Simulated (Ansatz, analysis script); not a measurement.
# Free-standing square Os monolayer, spacing 2.74 Å: spin spirals and exchange

Does a spiral lie below the collinear start of a free-standing square Os monolayer, spacing 2.74 Å, and how stiff are the moments?

Calculated with Ansatz 0.2.0; PBEsol, PAW set soft_1 (files made for PBE).

Most raw output is cut from this account.

In doubt: warnings of the run leave room for a lower electronic state (step 8), so energies may not be the lowest and differences between runs may mislead.

## (1) The structure

The cell holds 1 atom: 1 Os. Its edges and angles: a = 2.740 Å, b = 2.740 Å, c = 14.000 Å, α = 90.0°, β = 90.0°, γ = 90.0°. An idealised lattice of chosen spacing, in vacuum. Vacuum lies along c.

## (2) Two spin channels first

A collinear run comes first: it shows whether moments survive, and how large they are.

File input.yaml:

```yaml
crystal:
  lattice:
    - [2.74, 0.0, 0.0]
    - [0.0, 2.74, 0.0]
    - [0.0, 0.0, 14.0]
  atoms:
    - { symbol: Os, position: [0.0, 0.0, 0.5], spin: 1.0 }
magnetization:
  spin_polarized: true
kpoints:
  mp_grid: { grid: [7, 7, 1] }
hamiltonian:
  xc: pbesol
  pseudopotentials: { kind: paw, azcp: { folder: soft_1 }, xc_functional: pbe }
scf:
  occupations: { method: fermi_dirac, width: 0.1 }
  max_iter: 120
  convergence: { dr2_threshold: 1.0e-08 }
  lower_state_search: "off"
output:
  write_density: true
  write_potential: true
  elf: true
  volumetric_format: npy
```

Launch:

```bash
$ ansatz run input.yaml --threads 4 --pin off --max-ram 8192MiB --backend cpu --events-out ev --progress --plain --runs-dir out
```

It took 2.5 s on 4 threads of Intel Xeon Platinum 8488C (Sapphire Rapids), shared host; peak memory 0.36 GiB.

Spin moment in the atom's sphere by atom:

```tsv
atom	spin moment in the atom's sphere (μB)
Os1	0.293
```

The run ends ferromagnetic, with a net moment of 0.376 μB a cell. With one Os atom carrying the moment, parallel order of its images is forced by the cell, not found.

Spin density in the ca plane at fractional y = 0.000, with atoms of Os within 0.2 Å of it.

Ten even steps from '0' (0.00 e/Å³) to '9' (0.20 e/Å³), each cell a mean:
```
0000000000000000146334630000000000000000
0000000000000000011121110000000000000000
0000000000000000000000000000000000000000
0000000000000000000000000000000000000000
0000000000000000000000000000000000000000
0000000000000000000010000000000000000000
0000000000000000133122420000000000000000
0000000000000000269437941000000000000000
```
Columns run along c (14.0 Å), rows up along a (2.7 Å). Atoms in or near the plane, at fractional coordinates: Os at (0.50, 0.00).

Valence density in the ca plane at fractional y = 0.000, with atoms of Os within 0.2 Å of it. It is the smooth field of the valence electrons, not physical close to the nuclei.

Ten steps, logarithmic in the rise over the least value, from '0' (0.0 e/Å³) to '9' (8.4 e/Å³), each cell a mean:
```
0000000000000001258999631000000000000000
0000000000000000236887531000000000000000
0000000000000000124554321000000000000000
0000000000000000123343211000000000000000
0000000000000000123444321000000000000000
0000000000000000135776421000000000000000
0000000000000001247998631000000000000000
0000000000000001258999741000000000000000
```
Columns run along c (14.0 Å), rows up along a (2.7 Å). Atoms in or near the plane, at fractional coordinates: Os at (0.50, 0.00).

ELF in the ca plane at fractional y = 0.000, with atoms of Os within 0.2 Å of it. It is the smooth field of the valence electrons, not physical close to the nuclei.

Values, 5 rows by 16 columns, each cell a mean:
```
0.00 0.00 0.00 0.00 0.01 0.11 0.32 0.53 0.56 0.36 0.16 0.02 0.00 0.00 0.00 0.00
0.00 0.00 0.00 0.00 0.01 0.08 0.26 0.38 0.41 0.29 0.11 0.01 0.00 0.00 0.00 0.00
0.00 0.00 0.00 0.00 0.01 0.06 0.27 0.39 0.39 0.32 0.10 0.01 0.00 0.00 0.00 0.00
0.00 0.00 0.00 0.00 0.01 0.09 0.27 0.42 0.48 0.29 0.13 0.02 0.00 0.00 0.00 0.00
0.00 0.00 0.00 0.00 0.01 0.12 0.34 0.56 0.55 0.40 0.17 0.02 0.00 0.00 0.00 0.00
```
Columns run along c (14.0 Å), rows up along a (2.7 Å). Atoms in or near the plane, at fractional coordinates: Os at (0.50, 0.00).

## (3) The same state on a denser mesh

Levels at the Fermi energy are partly filled, so moments and energy differences can hang on the k-mesh, and the state is solved again on a denser one.

input.yaml, the sections that differ from step 2:

```yaml
crystal:
  lattice:
    - [2.74, 0.0, 0.0]
    - [0.0, 2.74, 0.0]
    - [0.0, 0.0, 14.0]
  atoms:
    - { symbol: Os, position: [0.0, 0.0, 0.5], spin: 0.29 }
kpoints:
  mp_grid: { grid: [20, 20, 1] }
basis:
  ecutwfc: 420.0
checkpoint:
  read: start
  write: ck
  compress: false
  write_wavefunctions: false
  write_every: 100000
# magnetization, hamiltonian, scf: as in step 2
# output: removed
```

Run time: 2.6 s. Hardware: 4 threads; peak memory 0.48 GiB; 9.1 s of CPU time.

Spin moment in the atom's sphere by atom:

```tsv
atom	spin moment in the atom's sphere (μB)
Os1	0.745
```

The run ends ferromagnetic, with a net moment of 0.945 μB a cell, against 0.376 μB on the first mesh.

Each spiral starts from these moments, tilted 90° from the rotation axis z (a flat spiral); sizes are free, while the program holds flat spirals in their plane. Spin–orbit coupling is switched off, so the energy does not depend on how the axis lies in the crystal. The folder named start holds the saved collinear state, from which each run begins.

## (4) q = (0, 0, 0)

The reference is the same input at q = 0, so that basis and exchange-correlation form match those at other q. Every q is chosen so that q/2 is a mesh vector: every spiral then samples the k-points of q = 0, and much mesh noise cancels.

input.yaml, the sections that differ from step 3:

```yaml
crystal:
  lattice:
    - [2.74, 0.0, 0.0]
    - [0.0, 2.74, 0.0]
    - [0.0, 0.0, 14.0]
  atoms:
    - { symbol: Os, position: [0.0, 0.0, 0.5], spin: 0.75, spin_axis: [1.0, 0.0, 0.0] }
hamiltonian:
  xc: pbesol
  noncollinear_xc: locally_collinear
  pseudopotentials: { kind: paw, azcp: { folder: soft_1 }, xc_functional: pbe }
magnetization:
  noncollinear: true
  spin_spiral: { q: [0.0, 0.0, 0.0] }
checkpoint:
  read: start
# kpoints, scf, basis: as in step 3
```

Launch:

```bash
$ ansatz run input.yaml --threads 1 --pin off --max-ram 2048MiB --backend cpu --events-out ev --progress --plain --runs-dir out
```

Elapsed: 88 s, on 1 thread; peak memory 0.65 GiB.

The largest moment is 0.744 μB, against 0.745 μB in the collinear run.

## (5) q = (0, 0.1, 0)

Only q changes. The cell stays that of the crystal, since the generalised Bloch theorem carries the rotation from cell to cell.

input.yaml, as its differences from that of step 4:

```diff
@@ -22,3 +22,3 @@
   noncollinear: true
-  spin_spiral: { q: [0.0, 0.0, 0.0] }
+  spin_spiral: { q: [0.0, 0.1, 0.0] }
 checkpoint:
```

The job ended after 46 s (1 thread; peak memory 0.86 GiB).

The energy of the cell lies 1.06 meV above that at q = 0, and the largest moment is 0.702 μB against 0.744 μB.

## (6) q = (0, 0.2, 0)

input.yaml, as its differences from that of step 5:

```diff
@@ -22,3 +22,3 @@
   noncollinear: true
-  spin_spiral: { q: [0.0, 0.1, 0.0] }
+  spin_spiral: { q: [0.0, 0.2, 0.0] }
 checkpoint:
```

Wall time 89 s (1 thread); peak memory 0.83 GiB.

The energy of the cell lies 0.92 meV below that at q = 0, and the largest moment is 0.735 μB against 0.744 μB.

## (7) q = (0.2, 0.2, 0)

input.yaml, as its differences from that of step 6:

```diff
@@ -22,3 +22,3 @@
   noncollinear: true
-  spin_spiral: { q: [0.0, 0.2, 0.0] }
+  spin_spiral: { q: [0.2, 0.2, 0.0] }
 checkpoint:
```

Run time: 44 s. Hardware: 1 thread; peak memory 0.81 GiB.

The energy of the cell lies 5.68 meV below that at q = 0, and the largest moment is 0.838 μB against 0.744 μB.

## (8) q = (0.5, 0.5, 0)

input.yaml, as its differences from that of step 7:

```diff
@@ -22,3 +22,3 @@
   noncollinear: true
-  spin_spiral: { q: [0.2, 0.2, 0.0] }
+  spin_spiral: { q: [0.5, 0.5, 0.0] }
 checkpoint:
```

The job ended after 6.2 min (1 thread; peak memory 0.85 GiB).

The energy of the cell lies 14.7 meV above that at q = 0, and the largest moment is 0.523 μB against 0.744 μB.

8 more runs differ from these in the same keys alone and are tabled below.

## (9) Analysis

```tsv
q (reciprocal lattice)	path length (1/Å)	E(q) − E(0) (meV a magnetic atom)	|m| Os no. 1 (μB)
(0, 0, 0)	0.000	0.00	0.74
(0, 0.1, 0)	0.229	1.06	0.70
(0, 0.2, 0)	0.459	-0.92	0.74
(0, 0.4, 0)	0.917	-1.07	0.68
(0, 0.5, 0)	1.147	2.30	0.59
(0.1, 0.5, 0)	1.376	1.33	0.61
(0.2, 0.5, 0)	1.605	-0.48	0.70
(0.4, 0.5, 0)	2.064	8.49	0.70
(0.5, 0.5, 0)	2.293	14.71	0.52
(0.4, 0.4, 0)	2.617	2.60	0.80
(0.3, 0.3, 0)	2.942	-15.77	1.01
(0.2, 0.2, 0)	3.266	-5.69	0.84
(0.1, 0.1, 0)	3.590	0.57	0.69
(0, 0, 0)	3.915	0.00	0.74
```

## (10) Results

* lowest point of the path: q = (0.3, 0.3, 0), -15.8 meV a magnetic atom from q = 0
* highest point: 14.7 meV a magnetic atom

**Reading.** The state at q = (0.3, 0.3, 0) lies 15.8 meV a magnetic atom below the ferromagnetic start, so that start is not the lowest state. The moments change by at most 36 % from their size at q = 0, so they are itinerant and a model of rigid spins is rough. No spin model is given, since the moments change too much along the path. The 13 spiral runs took 68 min of wall time, added up. Energies are free energies at a smearing of 0.1 eV, and with partly filled levels differences shift, at times strongly, as the smearing goes to zero. The cell was taken as built, with atoms unrelaxed. In doubt: the program's search for lower states was switched off, so a lower magnetic state than those reached may exist.

[Logs and program files are shortened in this print: banners, set-up blocks, solver, clock and traceback lines can be left out without a mark of their own.]

[Logs are printed without paths, hosts, clocks, repeated set-up lines and the standing remarks that a program may print on its own settings, such as how far it seeks lower states.]

[Hosts, paths, dates, database ids (printed as entryN), source tags and the programs' standing remarks are cut or masked in the printed files.]
